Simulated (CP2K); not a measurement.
Carboxyacetaldehyde has these distinct O atoms: O1 (bonded to C), O5 (bonded to C) and O6 (bonded to C and H).

```xyz
10

O    -1.2260    1.1998   -1.2075
C    -1.4310    0.5051   -0.2317
C    -0.3969   -0.3651    0.4693
C     0.9498   -0.3691   -0.2127
O     1.2637   -1.1131   -1.1217
O     1.7918    0.5782    0.3037
H    -2.4442    0.4569    0.2380
H    -0.3264   -0.0250    1.5135
H    -0.7901   -1.3925    0.4840
H     2.6092    0.5249   -0.2351
```

Their partial O K spectra (CP2K XAS_TDP, all-electron GAPW, PBEh(45%), aug-cc-pVDZ, TDA, GW2X-corrected core level, no relativity) are given in random order, each times the number of alike atoms.

Gaussian full width 0.5 eV, oscillator strength per eV, alike atoms added, rows of zeros left out:

| E (eV) | curve 1 | curve 2 | curve 3 |
| --- | --- | --- | --- |
| 531.00 | 0.000 | 0.007 | 0.000 |
| 531.25 | 0.000 | 0.048 | 0.000 |
| 531.50 | 0.000 | 0.087 | 0.000 |
| 531.75 | 0.002 | 0.040 | 0.000 |
| 532.00 | 0.020 | 0.005 | 0.000 |
| 532.25 | 0.067 | 0.000 | 0.000 |
| 532.50 | 0.056 | 0.000 | 0.000 |
| 532.75 | 0.012 | 0.000 | 0.000 |
| 533.00 | 0.001 | 0.000 | 0.000 |
| 535.50 | 0.000 | 0.000 | 0.002 |
| 535.75 | 0.000 | 0.000 | 0.015 |
| 536.00 | 0.001 | 0.000 | 0.031 |
| 536.25 | 0.003 | 0.000 | 0.017 |
| 536.50 | 0.002 | 0.001 | 0.013 |
| 536.75 | 0.003 | 0.001 | 0.035 |
| 537.00 | 0.005 | 0.001 | 0.028 |
| 537.25 | 0.003 | 0.001 | 0.006 |
| 537.50 | 0.003 | 0.001 | 0.000 |
| 537.75 | 0.004 | 0.003 | 0.000 |
| 538.00 | 0.003 | 0.005 | 0.001 |
| 538.25 | 0.003 | 0.005 | 0.003 |
| 538.50 | 0.004 | 0.002 | 0.009 |
| 538.75 | 0.007 | 0.001 | 0.008 |
| 539.00 | 0.009 | 0.006 | 0.010 |
| 539.25 | 0.013 | 0.010 | 0.026 |
| 539.50 | 0.012 | 0.007 | 0.032 |
| 539.75 | 0.008 | 0.008 | 0.023 |
| 540.00 | 0.007 | 0.011 | 0.019 |
| 540.25 | 0.007 | 0.015 | 0.028 |
| 540.50 | 0.005 | 0.019 | 0.022 |
| 540.75 | 0.005 | 0.008 | 0.010 |
| 541.00 | 0.012 | 0.003 | 0.008 |
| 541.25 | 0.021 | 0.003 | 0.007 |
| 541.50 | 0.015 | 0.004 | 0.009 |
| 541.75 | 0.010 | 0.005 | 0.008 |
| 542.00 | 0.012 | 0.010 | 0.006 |
| 542.25 | 0.010 | 0.013 | 0.006 |
| 542.50 | 0.007 | 0.010 | 0.016 |
| 542.75 | 0.004 | 0.013 | 0.025 |
| 543.00 | 0.006 | 0.025 | 0.016 |
| 543.25 | 0.017 | 0.021 | 0.004 |
| 543.50 | 0.019 | 0.010 | 0.002 |
| 543.75 | 0.008 | 0.006 | 0.003 |

Question: Which curve belongs to which atom?

Curve 1: O5 (bonded to C), leading line at 532.34 eV (f = 0.040 an atom), ionisation energy 538.22 eV, term value 5.88 eV. Curve 2: O1 (bonded to C), leading line at 531.48 eV (f = 0.047 an atom), ionisation energy 538.71 eV, term value 7.23 eV. Curve 3: O6 (bonded to C and H), leading line at 536.01 eV (f = 0.016 an atom), ionisation energy 540.08 eV, term value 4.07 eV. The leading line of an atom is its first one with 35 % of the strongest within 2.5 eV of its lowest line over the strength cut. A line lies at the core ionisation energy, which rises as an atom loses charge to its neighbours or to a π system, less the term value, which is large for a low π* or σ* orbital with weight on that atom.

[Banner, clock and machine lines of the logs are left out without a mark of their own.]

[Logs are printed without paths, hosts, clocks, repeated set-up lines and the standing remarks that a program may print on its own settings, such as how far it seeks lower states.]

[Hosts, paths, dates, database ids (printed as entryN), source tags and the programs' standing remarks are cut or masked in the printed files.]
